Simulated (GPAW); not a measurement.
## The basis that the transmission of O2 in line between two Sn chains needs

Wanted: the zero-bias transmission of O2 in line between two Sn chains on a ladder of levels, with run times.

Calculated with GPAW 26.7.0; GPAW LCAO, PAW setups; Landauer transmission from Green's functions with principal layers (ASE), zero bias.

## 1. The structure

The cell holds 12 atoms: 10 Sn and 2 O. Its edges and angles: a = 9.000 Å, b = 9.000 Å, c = 29.754 Å, α = 90.0°, β = 90.0°, γ = 90.0°. Regions: left lead, 5 atoms (5 Sn); channel, 2 atoms (2 O); right lead, 5 atoms (5 Sn). Vacuum lies along a and b. The structure is stacked along c, and the current runs across the ab planes.

## 2. GPAW, dzp

The script solves lead and junction separately, takes H and S in the orbital basis, and joins semi-infinite leads through their self-energies; the dzp basis is the working standard.

Input file run.py:

```python
import json
import numpy as np
from ase import Atoms
from ase.transport.calculators import TransportCalculator
from gpaw import GPAW, FermiDirac
from gpaw.lcao.tools import get_lcao_hamiltonian
from scipy.linalg import eigh

# The junction with lead layers at both ends, along the third cell vector
device = Atoms(
    ['Sn', 'Sn', 'Sn', 'Sn', 'Sn', 'O', 'O', 'Sn', 'Sn', 'Sn', 'Sn', 'Sn'],
    positions=[
        [4.50000, 4.50000, 1.37500],
        [4.50000, 4.50000, 4.12500],
        [4.50000, 4.50000, 6.87500],
        [4.50000, 4.50000, 9.62500],
        [4.50000, 4.50000, 12.37500],
        [4.50000, 4.50000, 14.22680],
        [4.50000, 4.50000, 15.52680],
        [4.50000, 4.50000, 17.37860],
        [4.50000, 4.50000, 20.12860],
        [4.50000, 4.50000, 22.87860],
        [4.50000, 4.50000, 25.62860],
        [4.50000, 4.50000, 28.37860]],
    cell=[[9.0, 0.0, 0.0], [0.0, 9.0, 0.0], [0.0, 0.0, 29.7536]],
    pbc=True)

# One principal layer of the lead: the first 3 atoms of the device
lead = Atoms(
    ['Sn', 'Sn', 'Sn'],
    positions=[
        [4.50000, 4.50000, 1.37500],
        [4.50000, 4.50000, 4.12500],
        [4.50000, 4.50000, 6.87500]],
    cell=[[9.0, 0.0, 0.0], [0.0, 9.0, 0.0], [0.0, 0.0, 8.25]],
    pbc=True)

settings = dict(mode='lcao', basis='dzp', xc='PBE', h=0.18,
                occupations=FermiDirac(0.1), maxiter=250,
                mixer=dict(beta=0.1, nmaxold=8, weight=100.0),
                convergence=dict(density=0.0001))
energies = np.arange(-3, 3 + 1e-9, 0.075)
eta = 0.0001
n1, n2 = 1, 1
# k and -k transmit alike, so half of the mesh across the current serves
mesh = [(i, j) for i in range(n1) for j in range(n2) if (i, j) <= (-i % n1, -j % n2)]
weights = np.array([1 if (i, j) == (-i % n1, -j % n2) else 2 for i, j in mesh]) / (n1 * n2)

# [... helper functions left out ...]
fermi_lead = ground_state(lead, (1, 1, 14), 'lead.txt')
fermi_device = ground_state(device, (1, 1, 3), 'device.txt')
# [... loop over the mesh left out, but for ...]
        # Shift the lead onto the potential of the device's first layer
        shift = ((H[:, 0, 0] - H0[:, 0, 0]) / S0[0, 0]).real.mean()
# [...]
kT = 8.617333e-5 * 500
bias = [0.1, 0.2, 0.5, 1.0, 1.5, 2.0]
# [... integrals and printing left out ...]
```

On the command line:

```bash
OMP_NUM_THREADS=1 OPENBLAS_NUM_THREADS=1 python run.py
```

The log of the run:

```text
basis functions: device 256, principal layer 69
Fermi level: lead -2.9469 eV, device -2.8331 eV; lead shifted by 0.0276 eV
largest coupling past the next layer 3.84e-07 eV, largest misfit of the first layer 0.050 eV
  E-E_F (eV)   T (one spin)  [channel counts left out]
    -3.000    1.4620e-08
    -2.925    6.5206e-09
    -2.850    4.7845e-09
    -2.775    5.7850e-09
    -2.700    2.0490e-08
    -2.625    1.6885e-02
    -2.550    4.0011e-02
    -2.475    5.8390e-02
    -2.400    7.3485e-02
    -2.325    8.6227e-02
    -2.250    9.7243e-02
    -2.175    1.0697e-01
    -2.100    1.1571e-01
    -2.025    1.2371e-01
    -1.950    1.3113e-01
    -1.875    1.3810e-01
[...]
2.475    8.6706e-01
     2.550    8.5404e-01
     2.625    8.3799e-01
     2.700    8.1779e-01
     2.775    7.9225e-01
     2.850    7.6025e-01
     2.925    7.2102e-01
     3.000    6.7439e-01
conductance at 500 K: 1.2486 G0 a cell; thermopower -0.6711 uV/K
current from the zero-bias T(E) at 0.1 V: 9.6656 uA
current from the zero-bias T(E) at 0.2 V: 19.278 uA
current from the zero-bias T(E) at 0.5 V: 47.279 uA
current from the zero-bias T(E) at 1.0 V: 88.391 uA
current from the zero-bias T(E) at 1.5 V: 120.03 uA
current from the zero-bias T(E) at 2.0 V: 144.37 uA
```

Wall time 60 s (1 thread of Arm Neoverse V1, shared host); peak memory 1.4 GiB.

Numbers from this step:

```yaml
conductance: 1.249 G₀
largest_coupling_past_the_next_principal_layer: 3.84e-7 eV
largest_misfit_of_the_first_principal_layer: 0.04991 eV
shift_that_aligns_the_lead: 0.02765 eV
basis_functions_of_the_junction: 256
basis_functions_of_a_principal_layer: 69
transmission_at_the_fermi_level_one_spin: 1.258
```

One spin. Transmission, zone mean against energy, zero at the Fermi level:

```csv
energy (eV),"transmission, zone mean"
-3.00,1.5e-8
-2.85,4.8e-9
-2.70,2.0e-8
-2.55,0.0400
-2.33,0.0862
-2.17,0.107
-2.02,0.124
-1.88,0.138
-1.73,0.151
-1.57,0.163
-1.35,0.181
-1.20,0.192
-1.05,0.203
-0.90,0.214
-0.75,0.346
-0.60,0.618
-0.38,0.990
-0.23,1.17
-0.07,1.25
0.00,1.26
0.07,1.25
0.23,1.21
0.38,1.15
0.60,1.07
0.75,1.02
0.90,0.998
1.05,0.983
1.20,0.977
1.35,0.973
1.57,0.965
1.73,0.954
1.88,0.939
2.02,0.922
2.17,0.905
2.33,0.888
2.55,0.854
2.70,0.818
2.85,0.760
3.00,0.674
```

Not self-consistent under bias; the bias window is split evenly. Current through one cell, from the zero-bias transmission against bias:

```csv
bias (V),"current through one cell, from the zero-bias transmission (μA)"
0.100,9.67
0.200,19.3
0.500,47.3
1.000,88.4
1.500,120
2.000,144
```

Table of transmission of the three most open eigenchannels by energy, zero at the Fermi level:

```csv
energy (eV),channel 1,channel 2,channel 3
-2.7750,5.8e-9,0,0
-2.4750,0.0584,0,0
-2.2500,0.0972,0,0
-2.0250,0.124,0,0
-1.7250,0.151,0,0
-1.5000,0.169,0,0
-1.2750,0.186,0,0
-0.9750,0.209,0,0
-0.7500,0.225,0.0606,0.0606
-0.5250,0.252,0.252,0.241
-0.2250,0.453,0.453,0.261
0.0000,0.492,0.492,0.275
0.2250,0.462,0.462,0.288
0.5250,0.394,0.394,0.304
0.7500,0.354,0.354,0.316
0.9750,0.330,0.330,0.329
1.2750,0.346,0.315,0.315
1.5000,0.360,0.304,0.304
1.7250,0.375,0.289,0.289
2.0250,0.397,0.263,0.263
2.2500,0.414,0.241,0.241
2.4750,0.434,0.217,0.217
2.7750,0.461,0.166,0.166
3.0000,0.481,0.0965,0.0965
```

Couplings past the next layer reach 3.8e-7 eV, small enough to drop; the matrix elements of the cell's first layer differ from the bulk lead's by up to 0.050 eV. That layer keeps its own values in the calculation, and only beyond it is the lead taken as perfect. The Fermi levels of lead and junction count from different zeros of potential, one for each periodic cell; with both set to zero, the small remaining shift is what aligns them. By hand: G = 1.249 × 77.48 μS = 96.7 μS, a resistance of 10.3 kΩ; at 0.1 V a linear junction would pass 9.67 μA, and the integral over the bias window gives 9.67 μA.

## 3. Single-zeta polarised basis

The second zeta is dropped, the polarisation orbitals stay.

run.py: that of step 2 with these lines changed.

```diff
@@ -37,3 +37,3 @@
 
-settings = dict(mode='lcao', basis='dzp', xc='PBE', h=0.18,
+settings = dict(mode='lcao', basis='szp(dzp)', xc='PBE', h=0.18,
                 occupations=FermiDirac(0.1), maxiter=250,
```

The log of the run:

```text
basis functions: device 158, principal layer 42
Fermi level: lead -3.2112 eV, device -3.0583 eV; lead shifted by 0.0262 eV
largest coupling past the next layer 3.63e-07 eV, largest misfit of the first layer 0.046 eV
  E-E_F (eV)   T (one spin)  [channel counts left out]
    -3.000    2.9097e-09
    -2.925    2.0004e-09
    -2.850    1.8040e-09
    -2.775    2.1969e-09
    -2.700    4.3314e-09
    -2.625    1.1146e-07
    -2.550    2.1035e-02
    -2.475    4.0090e-02
    -2.400    5.6332e-02
    -2.325    7.0447e-02
    -2.250    8.2925e-02
    -2.175    9.4123e-02
    -2.100    1.0431e-01
    -2.025    1.1368e-01
    -1.950    1.2241e-01
    -1.875    1.3060e-01
[...]
2.475    9.0021e-01
     2.550    8.8932e-01
     2.625    8.7541e-01
     2.700    8.5706e-01
     2.775    8.3269e-01
     2.850    8.0075e-01
     2.925    7.6006e-01
     3.000    7.1035e-01
conductance at 500 K: 1.2715 G0 a cell; thermopower -1.18 uV/K
current from the zero-bias T(E) at 0.1 V: 9.8431 uA
current from the zero-bias T(E) at 0.2 V: 19.636 uA
current from the zero-bias T(E) at 0.5 V: 48.196 uA
current from the zero-bias T(E) at 1.0 V: 90.178 uA
current from the zero-bias T(E) at 1.5 V: 122.42 uA
current from the zero-bias T(E) at 2.0 V: 147.25 uA
```

It took 50 s on 1 thread; peak memory 1.4 GiB.

This step gave:

```yaml
conductance: 1.272 G₀
largest_coupling_past_the_next_principal_layer: 3.63e-7 eV
largest_misfit_of_the_first_principal_layer: 0.04625 eV
shift_that_aligns_the_lead: 0.02625 eV
basis_functions_of_the_junction: 158
basis_functions_of_a_principal_layer: 42
transmission_at_the_fermi_level_one_spin: 1.281
```

One spin. Table of transmission, zone mean by energy, zero at the Fermi level:

```csv
energy (eV),"transmission, zone mean"
-3.00,2.9e-9
-2.77,2.2e-9
-2.55,0.0210
-2.40,0.0563
-2.17,0.0941
-1.95,0.122
-1.73,0.146
-1.57,0.160
-1.35,0.179
-1.12,0.198
-0.90,0.216
-0.75,0.315
-0.53,0.739
-0.30,1.10
-0.07,1.27
0.00,1.28
0.07,1.28
0.30,1.22
0.53,1.13
0.75,1.06
0.90,1.03
1.12,1.00
1.35,0.996
1.57,0.988
1.73,0.978
1.95,0.956
2.17,0.932
2.40,0.909
2.55,0.889
2.77,0.833
3.00,0.710
```

Not self-consistent under bias; the bias window is split evenly. Current through one cell, from the zero-bias transmission against bias:

```csv
bias (V),"current through one cell, from the zero-bias transmission (μA)"
0.100,9.84
0.200,19.6
0.500,48.2
1.000,90.2
1.500,122
2.000,147
```

Table of transmission of the three most open eigenchannels by energy, zero at the Fermi level:

```csv
energy (eV),channel 1,channel 2,channel 3
-3.00,2.9e-9,0,0
-2.85,1.8e-9,0,0
-2.70,4.3e-9,0,0
-2.55,0.0210,0,0
-2.33,0.0704,0,0
-2.17,0.0941,0,0
-2.02,0.114,0,0
-1.88,0.131,0,0
-1.73,0.146,0,0
-1.57,0.160,0,0
-1.35,0.179,0,0
-1.20,0.192,0,0
-1.05,0.204,0,0
-0.90,0.216,1.4e-12,1.4e-12
-0.75,0.227,0.0439,0.0439
-0.60,0.238,0.188,0.188
-0.38,0.371,0.371,0.254
-0.23,0.458,0.458,0.264
-0.07,0.496,0.496,0.274
0.00,0.501,0.501,0.279
0.07,0.498,0.498,0.284
0.23,0.477,0.477,0.294
0.38,0.445,0.445,0.303
0.60,0.393,0.393,0.316
0.75,0.366,0.366,0.325
0.90,0.346,0.346,0.335
1.05,0.344,0.332,0.332
1.20,0.353,0.323,0.323
1.35,0.363,0.316,0.316
1.57,0.379,0.305,0.305
1.73,0.389,0.294,0.294
1.88,0.401,0.281,0.281
2.02,0.413,0.268,0.268
2.17,0.425,0.253,0.253
2.33,0.439,0.239,0.239
2.55,0.460,0.215,0.215
2.70,0.475,0.191,0.191
2.85,0.490,0.155,0.155
3.00,0.506,0.102,0.102
```

The conductance, 1.27 G₀, lies 1.8 % above that of the dzp run.

## 4. GPAW, sz: basis = "sz(dzp)"

The minimal basis is the cheapest rung: no second zeta and no polarisation.

run.py: that of step 3 with these lines changed.

```diff
@@ -37,3 +37,3 @@
 
-settings = dict(mode='lcao', basis='szp(dzp)', xc='PBE', h=0.18,
+settings = dict(mode='lcao', basis='sz(dzp)', xc='PBE', h=0.18,
                 occupations=FermiDirac(0.1), maxiter=250,
```

The log of the run:

```text
basis functions: device 98, principal layer 27
Fermi level: lead -3.0928 eV, device -2.9071 eV; lead shifted by 0.0617 eV
largest coupling past the next layer 4.07e-07 eV, largest misfit of the first layer 0.062 eV
  E-E_F (eV)   T (one spin)  [channel counts left out]
    -3.000    2.3791e-08
    -2.925    9.8303e-09
    -2.850    7.4490e-09
[...]
2.925    6.9652e-01
     3.000    6.5872e-01
conductance at 500 K: 1.4579 G0 a cell; thermopower -0.861 uV/K
current from the zero-bias T(E) at 0.1 V: 11.292 uA
current from the zero-bias T(E) at 0.2 V: 22.561 uA
current from the zero-bias T(E) at 0.5 V: 55.916 uA
current from the zero-bias T(E) at 1.0 V: 106.75 uA
current from the zero-bias T(E) at 1.5 V: 146.69 uA
current from the zero-bias T(E) at 2.0 V: 175.87 uA
```

Elapsed: 39 s, on 1 thread; peak memory 1.3 GiB.

This step gave:

```
conductance                                    : 1.458 G₀
largest coupling past the next principal layer : 4.07e-7 eV
largest misfit of the first principal layer    : 0.06244 eV
shift that aligns the lead                     : 0.06169 eV
basis functions of the junction                : 98
basis functions of a principal layer           : 27
transmission at the Fermi level (one spin)     : 1.462
```

One spin. Transmission, zone mean against energy, zero at the Fermi level:

energy (eV), transmission, zone mean and a bar:
```
  -3.0000       0.00 
  -2.7750       0.00 
  -2.4750       0.07 #
  -2.2500       0.11 ##
  -2.0250       0.13 ###
  -1.7250       0.15 ###
  -1.5000       0.17 ###
  -1.2750       0.18 ####
  -0.9750       0.20 ####
  -0.7500       0.62 #############
  -0.5250       0.93 ###################
  -0.2250       1.40 #############################
   0.0000       1.46 ##############################
   0.0750       1.47 ##############################
   0.2250       1.46 ##############################
   0.5250       1.37 ############################
   0.7500       1.26 ##########################
   0.9750       1.17 ########################
   1.2750       1.11 #######################
   1.5000       1.08 ######################
   1.7250       1.03 #####################
   2.0250       0.94 ###################
   2.2500       0.88 ##################
   2.4750       0.83 #################
   2.7750       0.76 ################
   3.0000       0.66 #############
```

The conductance, 1.46 G₀, lies 17 % above that of the dzp run.

## 5. revPBE in the dzp basis: xc = "revPBE"

Back in the dzp basis, the functional changes from PBE to revPBE, to set the spread between functionals beside that between bases.

run.py: that of step 4 with these lines changed.

```diff
@@ -37,3 +37,3 @@
 
-settings = dict(mode='lcao', basis='sz(dzp)', xc='PBE', h=0.18,
+settings = dict(mode='lcao', basis='dzp', xc='revPBE', h=0.18,
                 occupations=FermiDirac(0.1), maxiter=250,
```

The log of the run:

```text
basis functions: device 256, principal layer 69
Fermi level: lead -2.8676 eV, device -2.7533 eV; lead shifted by 0.0297 eV
largest coupling past the next layer 3.82e-07 eV, largest misfit of the first layer 0.052 eV
  E-E_F (eV)   T (one spin)  [channel counts left out]
    -3.000    2.3659e-08
    -2.925    8.8199e-09
    -2.850    5.8744e-09
[...]
2.925    7.2174e-01
     3.000    6.7540e-01
conductance at 500 K: 1.2381 G0 a cell; thermopower -0.5804 uV/K
current from the zero-bias T(E) at 0.1 V: 9.5846 uA
current from the zero-bias T(E) at 0.2 V: 19.119 uA
current from the zero-bias T(E) at 0.5 V: 46.914 uA
current from the zero-bias T(E) at 1.0 V: 87.786 uA
current from the zero-bias T(E) at 1.5 V: 119.23 uA
current from the zero-bias T(E) at 2.0 V: 143.43 uA
```

Elapsed: 65 s, on 1 thread; peak memory 1.4 GiB.

This step gave:

- conductance: 1.238 G₀
- largest coupling past the next principal layer: 3.82e-7 eV
- largest misfit of the first principal layer: 0.05183 eV
- shift that aligns the lead: 0.02969 eV
- basis functions of the junction: 256
- basis functions of a principal layer: 69
- transmission at the Fermi level (one spin): 1.247

One spin. The transmission, zone mean by energy, zero at the Fermi level:

```csv
energy (eV),"transmission, zone mean"
-3.00,2.4e-8
-2.85,5.9e-9
-2.70,2.3e-8
-2.55,0.0422
-2.33,0.0892
-2.17,0.110
-2.02,0.126
-1.88,0.141
-1.73,0.153
-1.57,0.165
-1.35,0.182
-1.20,0.193
-1.05,0.204
-0.90,0.214
-0.75,0.348
-0.60,0.614
-0.38,0.988
-0.23,1.16
-0.07,1.24
0.00,1.25
0.07,1.24
0.23,1.20
0.38,1.14
0.60,1.06
0.75,1.02
0.90,0.990
1.05,0.976
1.20,0.970
1.35,0.967
1.57,0.959
1.73,0.948
1.88,0.933
2.02,0.917
2.17,0.900
2.33,0.883
2.55,0.851
2.70,0.816
2.85,0.760
3.00,0.675
```

The conductance, 1.24 G₀, lies 0.8 % below that of the dzp run.

## 6. All levels side by side

Times are for 1 thread of Arm Neoverse V1, shared host. The series side by side:

```csv
no.,run,conductance (G₀),time,memory (GiB)
1,dzp,1.249,60 s,1.4
2,szp,1.272,50 s,1.4
3,sz,1.458,39 s,1.3
4,dzp revPBE,1.238,65 s,1.4
```

## 7. The levels side by side

The curves are compared point by point over the common energies.

This step: comparison of transmission and cost over codes and levels (GPAW 26.7.0).

Ladder, by row:

```csv
step,code,T at the Fermi level (sum over the listed spins),conductance (G0),r.m.s. T(E) from the first,wall time (s),peak memory (GiB),threads
dzp,GPAW,1.258,1.249,0,59.71,1.43,1
szp,GPAW,1.281,1.272,0.02332,50.34,1.41,1
sz,GPAW,1.462,1.458,0.1351,39.36,1.31,1
dzp-revPBE,GPAW,1.247,1.238,0.005158,64.61,1.43,1
```

Transmission, zone mean, sum over the listed spins against energy, zero at the Fermi level:

```csv
energy (eV),dzp,szp,sz,dzp-revPBE
-3.00,1.5e-8,2.9e-9,2.4e-8,2.4e-8
-2.77,5.8e-9,2.2e-9,1.1e-8,6.7e-9
-2.55,0.0400,0.0210,0.0531,0.0422
-2.25,0.0972,0.0829,0.105,0.100
-2.02,0.124,0.114,0.129,0.126
-1.80,0.145,0.138,0.148,0.147
-1.57,0.163,0.160,0.164,0.165
-1.35,0.181,0.179,0.179,0.182
-1.05,0.203,0.204,0.200,0.204
-0.82,0.220,0.221,0.215,0.219
-0.60,0.618,0.613,0.760,0.614
-0.38,0.990,0.997,1.25,0.988
-0.15,1.22,1.23,1.44,1.21
0.00,1.26,1.28,1.46,1.25
0.15,1.24,1.27,1.46,1.23
0.38,1.15,1.19,1.43,1.14
0.60,1.07,1.10,1.33,1.06
0.82,1.01,1.04,1.23,1.00
1.05,0.983,1.01,1.15,0.976
1.35,0.973,0.996,1.10,0.967
1.57,0.965,0.988,1.07,0.959
1.80,0.947,0.971,1.01,0.941
2.02,0.922,0.948,0.941,0.917
2.25,0.897,0.925,0.876,0.891
2.55,0.854,0.889,0.813,0.851
2.77,0.792,0.833,0.759,0.792
3.00,0.674,0.710,0.659,0.675
```

[end of part 1 of 2]

[Logs are printed without paths, hosts, clocks, repeated set-up lines and the standing remarks that a program may print on its own settings, such as how far it seeks lower states.]

[Hosts, paths, dates, database ids (printed as entryN), source tags and the programs' standing remarks are cut or masked in the printed files.]
